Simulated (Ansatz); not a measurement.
# Resistivity from frozen vibrations: Mo(100) with 4 thermally displaced layers, 2x2

Wanted: the phonon-limited resistivity of Mo at 800 K by the Landauer route.

Calculated with Ansatz 0.2.0; Ansatz plane-wave DFT, PBE, PAW files; ballistic transport by layer matching (Landauer), zero bias; PAW set soft_1.

Report form: the programs' logs are mostly left out.

### 1. Starting point

The cell holds 56 atoms: 56 Mo. Its edges and angles: a = 6.294 Å, b = 6.294 Å, c = 22.029 Å, α = 90.0°, β = 90.0°, γ = 90.0°. It derives from Mo. Regions: lead, 40 atoms (40 Mo); scattering region, 16 atoms (16 Mo). The structure is stacked along c, and the current runs across the ab planes.

### 2. With 4 displaced layers

Each atom of 4 layers is moved at random, by amounts drawn from a normal law 0.0777 Å wide in each direction from the Debye model (450 K) at 800 K. The layers about the cell's end stay perfect and serve as the lead. Disorder leaves little or no symmetry, which makes such runs dear. Energies from -0.05 to 0.05 eV in steps of 0.05 eV are too few for the program's thermal sum, so it prints no conductance; for a metal the transmission near the Fermi level serves, at a fraction of the cost.

The input, input.yaml:

```yaml
crystal:
  lattice:
    - [6.294, 0.0, 0.0]
    - [0.0, 6.294, 0.0]
    - [0.0, 0.0, 22.029]
  atoms:
    - { symbol: Mo, position: [0.0, 0.0, 0.0357142857] }
    - { symbol: Mo, position: [0.0, 0.5, 0.0357142857] }
    - { symbol: Mo, position: [0.5, 0.0, 0.0357142857] }
    - { symbol: Mo, position: [0.5, 0.5, 0.0357142857] }
    - { symbol: Mo, position: [0.25, 0.25, 0.1071428571] }
    - { symbol: Mo, position: [0.25, 0.75, 0.1071428571] }
    - { symbol: Mo, position: [0.75, 0.25, 0.1071428571] }
    - { symbol: Mo, position: [0.75, 0.75, 0.1071428571] }
[... 44 atom lines left out ...]
    - { symbol: Mo, position: [0.25, 0.25, 0.9642857143] }
    - { symbol: Mo, position: [0.25, 0.75, 0.9642857143] }
    - { symbol: Mo, position: [0.75, 0.25, 0.9642857143] }
    - { symbol: Mo, position: [0.75, 0.75, 0.9642857143] }
kpoints:
  mp_grid: { grid: [4, 4, 1] }
hamiltonian:
  xc: pbe
  pseudopotentials: { kind: paw, azcp: { folder: soft_1 } }
scf:
  occupations: { method: fermi_dirac, width: 0.1 }
output:
  transmission: { leads: [[0, 4]], kmesh: [8, 8], e_range: [-0.05, 0.05], de: 0.05 }
  write_potential: true
  write_density: true
  volumetric_format: npy
  elf: true
```

The run is started by

```
ansatz run input.yaml --threads 4 --pin off --max-ram 15360MiB --backend cpu --events-out ev --progress --plain --runs-dir out
```

The job ended after 6.3 min (4 threads of Intel Xeon Platinum 8488C (Sapphire Rapids), shared host; peak memory 7.8 GiB).

This step gave:

- free energy: -277538.0366 eV
- energy at zero smearing: -277537.3300 eV
- Fermi energy: 21.17 eV
- cell area: 39.61 Å²
- transmission per spin nearest the Fermi level: 5.755
- open channels per spin nearest the Fermi level: 6.781
- step of the lead's potential: 2.1 meV

Per spin. Table of transmission, zone mean by energy, zero at the Fermi level:

| energy (eV) | transmission, zone mean |
| --- | --- |
| -0.0500 | 5.66 |
| 0.0000 | 5.76 |
| 0.0500 | 5.86 |

Per spin. Open channels, zone mean, lead against energy, zero at the Fermi level:

| energy (eV) | open channels, zone mean, lead |
| --- | --- |
| -0.0500 | 6.59 |
| 0.0000 | 6.78 |
| 0.0500 | 6.84 |

Transmission over k1 and k2. At 0.0000 eV from the Fermi level.

Ten even steps from '0' (0.0) to '9' (13.0):
```
00134310
21378731
23799973
24999994
23799973
21378731
00134310
00222220
```
Columns: k1 (b1) from -0.5 to 0.375; rows upwards: k2 (b2) from -0.5 to 0.375.

Open channels over k1 and k2. At 0.0000 eV from the Fermi level.

Ten even steps from '_' (0.0) to '@' (15.0):
```
____..--==--..__
::..==%%@@%%==..
::--%%@@@@@@%%--
::==@@@@@@@@@@==
::--%%@@@@@@%%--
::..==%%@@%%==..
____..--==--..__
____::::::::::__
```
Columns: k1 (b1) from -0.5 to 0.375; rows upwards: k2 (b2) from -0.5 to 0.375.

Electrostatic potential energy in the ca plane at fractional y = 0.000, with atoms of Mo within 0.2 Å of it. With pseudopotentials it is smooth inside the atoms' cores, unlike the true potential.

Ten even steps from '0' (-56 eV) to '9' (22 eV), each cell a mean:
```
72003799962014899730016999730026999620047998
86446899985347999852247999964468999853469999
98889999998889999986679999998889999988899999
99999999999999999999999999999999999999999999
99999999999999999999999999999999999999999999
98889999998789999998889999987789999988899999
85346899985347999975347999863247999853469999
72003799951014899851015899730026999620037998
62002799851003899840004899730016999610037998
74124899973125899963126999863247999741258999
97668999987668999987668999987789999976689999
99999999999999999999999999999999999999999999
99999999999999999999999999999999999999999999
99999999999999999999999999999999999999999999
97667999987568999987789999976679999976689999
74124899963125899863358999841147999731258999
62002799851003899730026999720026999610037998
```
Columns run along c (16.0 Å, from fractional 0.14 to 0.86 of the cell; values clipped at the 3rd and 97th percentile), rows up along a (6.3 Å). Atoms in or near the plane, at fractional coordinates: Mo at (0.18, 0.00), Mo at (0.18, 0.50), Mo at (0.32, 0.00), Mo at (0.32, 0.50), Mo at (0.46, 0.98), Mo at (0.47, 0.50), Mo at (0.61, 0.00), Mo at (0.61, 0.51), Mo at (0.75, 0.00), Mo at (0.75, 0.50).

Valence density in the ca plane at fractional y = 0.000, with atoms of Mo within 0.2 Å of it. It is the smooth field of the valence electrons, not physical close to the nuclei.

Ten even steps from '0' (0.2 e/Å³) to '9' (7.0 e/Å³), each cell a mean:
```
15884000016973000049961000048851000159830000
01331000002331000025630000013310000023310000
00000000000000000001100000000000000000000000
00000000000000000000000000000000000000000000
00000000000000000000000000000000000000000000
00000000000000000000000000000000000000000000
02331000002431000002420000014530000024310000
15884000016973000027972000048961000159830000
16995000027983000038982000049961000169940000
03663000014652000015651000014530000036620000
00110000001110000001110000000100000001100000
00000000000000000000000000000000000000000000
00000000000000000000000000000000000000000000
00000000000000000000000000000000000000000000
00110000001110000000000000001110000001100000
03663000014752000014420000036630000146620000
16995000027983000048961000059961000169940000
```
Columns run along c (16.0 Å, from fractional 0.14 to 0.86 of the cell), rows up along a (6.3 Å). Atoms in or near the plane, at fractional coordinates: Mo at (0.18, 0.00), Mo at (0.18, 0.50), Mo at (0.32, 0.00), Mo at (0.32, 0.50), Mo at (0.46, 0.98), Mo at (0.47, 0.50), Mo at (0.61, 0.00), Mo at (0.61, 0.51), Mo at (0.75, 0.00), Mo at (0.75, 0.50).

ELF in the ca plane at fractional y = 0.000, with atoms of Mo within 0.2 Å of it. It is the smooth field of the valence electrons, not physical close to the nuclei.

Values, 9 rows by 16 columns, each cell a mean:
```
0.49 0.53 0.32 0.42 0.59 0.32 0.40 0.62 0.31 0.32 0.62 0.36 0.31 0.59 0.41 0.32
0.31 0.29 0.42 0.34 0.26 0.41 0.36 0.30 0.38 0.39 0.26 0.37 0.40 0.26 0.34 0.42
0.34 0.32 0.42 0.37 0.29 0.40 0.40 0.28 0.41 0.40 0.26 0.39 0.41 0.28 0.37 0.41
0.43 0.47 0.36 0.38 0.52 0.34 0.33 0.55 0.34 0.34 0.59 0.37 0.34 0.53 0.38 0.36
0.52 0.56 0.26 0.46 0.59 0.28 0.36 0.61 0.33 0.31 0.61 0.39 0.28 0.59 0.45 0.26
0.35 0.37 0.40 0.33 0.40 0.38 0.33 0.42 0.36 0.34 0.36 0.33 0.37 0.40 0.34 0.40
0.38 0.35 0.41 0.40 0.34 0.39 0.40 0.32 0.42 0.42 0.32 0.43 0.41 0.32 0.41 0.41
0.31 0.31 0.42 0.32 0.31 0.39 0.33 0.25 0.40 0.37 0.32 0.34 0.39 0.31 0.32 0.41
0.51 0.56 0.28 0.45 0.60 0.29 0.39 0.62 0.30 0.32 0.62 0.37 0.29 0.60 0.44 0.28
```
Columns run along c (16.0 Å, from fractional 0.14 to 0.86 of the cell), rows up along a (6.3 Å). Atoms in or near the plane, at fractional coordinates: Mo at (0.18, 0.00), Mo at (0.18, 0.50), Mo at (0.32, 0.00), Mo at (0.32, 0.50), Mo at (0.46, 0.98), Mo at (0.47, 0.50), Mo at (0.61, 0.00), Mo at (0.61, 0.51), Mo at (0.75, 0.00), Mo at (0.75, 0.50).

Over the solved energies the transmission per spin lies between 5.66 and 5.86, out of 6.74 channels of the lead on average (up to 6.84).

### 3. With 8 displaced layers

Each atom of 8 layers is moved at random, by amounts drawn from a normal law 0.0777 Å wide in each direction from the Debye model (450 K) at 800 K. A fresh draw is used; the growth of the resistance with length is what counts.

System of this step: Mo(100) with 8 thermally displaced layers, 2x2. The cell holds 72 atoms: 72 Mo. Cell: a = 6.294 Å, b = 6.294 Å, c = 28.323 Å, α = 90.0°, β = 90.0°, γ = 90.0°. It derives from Mo. Regions: lead, 40 atoms (40 Mo); scattering region, 32 atoms (32 Mo). The structure is stacked along c, and the current runs across the ab planes.

The input, input.yaml:

```yaml
crystal:
  lattice:
    - [6.294, 0.0, 0.0]
    - [0.0, 6.294, 0.0]
    - [0.0, 0.0, 28.323]
  atoms:
    - { symbol: Mo, position: [0.0, 0.0, 0.0277777778] }
    - { symbol: Mo, position: [0.0, 0.5, 0.0277777778] }
    - { symbol: Mo, position: [0.5, 0.0, 0.0277777778] }
    - { symbol: Mo, position: [0.5, 0.5, 0.0277777778] }
    - { symbol: Mo, position: [0.25, 0.25, 0.0833333333] }
    - { symbol: Mo, position: [0.25, 0.75, 0.0833333333] }
    - { symbol: Mo, position: [0.75, 0.25, 0.0833333333] }
    - { symbol: Mo, position: [0.75, 0.75, 0.0833333333] }
[... 60 atom lines left out ...]
    - { symbol: Mo, position: [0.25, 0.25, 0.9722222222] }
    - { symbol: Mo, position: [0.25, 0.75, 0.9722222222] }
    - { symbol: Mo, position: [0.75, 0.25, 0.9722222222] }
    - { symbol: Mo, position: [0.75, 0.75, 0.9722222222] }
kpoints:
  mp_grid: { grid: [4, 4, 1] }
hamiltonian:
  xc: pbe
  pseudopotentials: { kind: paw, azcp: { folder: soft_1 } }
scf:
  occupations: { method: fermi_dirac, width: 0.1 }
output:
  transmission: { leads: [[0, 4]], kmesh: [8, 8], e_range: [-0.05, 0.05], de: 0.05 }
  write_potential: true
  write_density: true
  volumetric_format: npy
```

The job ended after 11 min (4 threads; peak memory 8.1 GiB).

Numbers from this step:

```
free energy                                    : -356833.2405 eV
energy at zero smearing                        : -356832.4042 eV
Fermi energy                                   : 21.10 eV
transmission per spin nearest the Fermi level  : 4.767
open channels per spin nearest the Fermi level : 6.594
step of the lead's potential                   : 5.2 meV
```

Per spin. The transmission, zone mean by energy, zero at the Fermi level:

| energy (eV) | transmission, zone mean |
| --- | --- |
| -0.0500 | 4.81 |
| 0.0000 | 4.77 |
| 0.0500 | 4.84 |

Over the solved energies the transmission per spin lies between 4.77 and 4.84, out of 6.68 channels of the lead on average (up to 6.78).

### 4. With 12 displaced layers

Each atom of 12 layers is moved at random, by amounts drawn from a normal law 0.0777 Å wide in each direction from the Debye model (450 K) at 800 K. A fresh draw is used; the growth of the resistance with length is what counts.

System of this step: Mo(100) with 12 thermally displaced layers, 2x2. The cell holds 88 atoms: 88 Mo. Its edges and angles: a = 6.294 Å, b = 6.294 Å, c = 34.617 Å, α = 90.0°, β = 90.0°, γ = 90.0°. It derives from Mo. Regions: lead, 40 atoms (40 Mo); scattering region, 48 atoms (48 Mo). The structure is stacked along c, and the current runs across the ab planes.

The input, input.yaml:

```yaml
crystal:
  lattice:
    - [6.294, 0.0, 0.0]
    - [0.0, 6.294, 0.0]
    - [0.0, 0.0, 34.617]
  atoms:
    - { symbol: Mo, position: [0.0, 0.0, 0.0227272727] }
    - { symbol: Mo, position: [0.0, 0.5, 0.0227272727] }
    - { symbol: Mo, position: [0.5, 0.0, 0.0227272727] }
    - { symbol: Mo, position: [0.5, 0.5, 0.0227272727] }
    - { symbol: Mo, position: [0.25, 0.25, 0.0681818182] }
    - { symbol: Mo, position: [0.25, 0.75, 0.0681818182] }
    - { symbol: Mo, position: [0.75, 0.25, 0.0681818182] }
    - { symbol: Mo, position: [0.75, 0.75, 0.0681818182] }
[... 76 atom lines left out ...]
    - { symbol: Mo, position: [0.25, 0.25, 0.9772727273] }
    - { symbol: Mo, position: [0.25, 0.75, 0.9772727273] }
    - { symbol: Mo, position: [0.75, 0.25, 0.9772727273] }
    - { symbol: Mo, position: [0.75, 0.75, 0.9772727273] }
kpoints:
  mp_grid: { grid: [4, 4, 1] }
hamiltonian:
  xc: pbe
  pseudopotentials: { kind: paw, azcp: { folder: soft_1 } }
scf:
  occupations: { method: fermi_dirac, width: 0.1 }
output:
  transmission: { leads: [[0, 4]], kmesh: [8, 8], e_range: [-0.05, 0.05], de: 0.05 }
  write_potential: true
  write_density: true
  volumetric_format: npy
```

Wall time 17 min (4 threads); peak memory 8.3 GiB; 62 min of CPU time.

This step gave:

* free energy: -436127.1056 eV
* energy at zero smearing: -436126.0164 eV
* Fermi energy: 21.12 eV
* transmission per spin nearest the Fermi level: 3.861
* step of the lead's potential: 5.8 meV

Per spin. The transmission, zone mean by energy, zero at the Fermi level:

| energy (eV) | transmission, zone mean |
| --- | --- |
| -0.0500 | 3.82 |
| 0.0000 | 3.86 |
| 0.0500 | 3.89 |

Over the solved energies the transmission per spin lies between 3.82 and 3.89, out of 6.64 channels of the lead on average (up to 6.78).

### 5. Resistance against length

This step: Ansatz plane-wave DFT, PBE, PAW files; ballistic transport by layer matching (Landauer), zero bias; resistivity from the slope of the area resistance; PAW set soft_1 (Ansatz 0.2.0).

Numbers from this step:

```
resistivity           : 33.73 µΩ cm
intercept             : -0.09736 fΩ m²
scatter about the fit : 0.02059 fΩ m²
```

Resistance, by row:

| run | length (Å) | T | channels N | RA (fΩ m²) |
| --- | --- | --- | --- | --- |
| n4 | 6.294 | 5.757 | 6.74 | 0.1295 |
| n8 | 12.59 | 4.806 | 6.677 | 0.2981 |
| n12 | 18.88 | 3.86 | 6.635 | 0.5541 |

Area resistance against length of the displaced region:

| length of the displaced region (Å) | area resistance (fΩ m²) |
| --- | --- |
| 6.29 | 0.130 |
| 12.59 | 0.298 |
| 18.88 | 0.554 |

The area resistance goes from 0.13 to 0.55 fΩ m² between 6.3 and 18.9 Å, a slope of 34 µΩ cm.

By hand from the end points: (0.5541 − 0.1295) fΩ m² / (18.88 − 6.29) Å = 34 µΩ cm, since 1 fΩ m² per Å is 1000 µΩ cm.

### 6. Results

| Property | Result |
| --- | --- |
| resistivity from the slope | 33.7 µΩ cm |
| area resistance over 6.29 Å | 0.130 fΩ m² |
| area resistance over 12.6 Å | 0.298 fΩ m² |
| area resistance over 18.9 Å | 0.554 fΩ m² |

**Reading.** The slope gives 34 µΩ cm. The points scatter by 0.021 fΩ m² about the line, with one random draw a length in a 2x2 cell, so the slope is a rough value. The mean square of the displacements drawn is 0.78, 0.91 and 1.0 of the nominal one at the three lengths; with each resistance scaled back by that, the slope is 30 µΩ cm, the value used below. The lead's own channel count moves between the runs (6.74, 6.68 and 6.64), which shifts RA and the slope too. Read with a model of isotropic scattering on a spherical Fermi surface and the lead's 1.3×10¹⁵ S/m², this slope means a mean free path near 20 Å; over these lengths the model's slope is 1.04 times its bulk resistivity, which would be 29 µΩ cm. Uncorrelated displacements put too much weight on short waves, which scatter strongly; with the sideways repeat of a small cell, one draw and three short lengths, the method is good to a factor of two or three.

[Logs are printed without paths, hosts, clocks, repeated set-up lines and the standing remarks that a program may print on its own settings, such as how far it seeks lower states.]

[Hosts, paths, dates, database ids (printed as entryN), source tags and the programs' standing remarks are cut or masked in the printed files.]
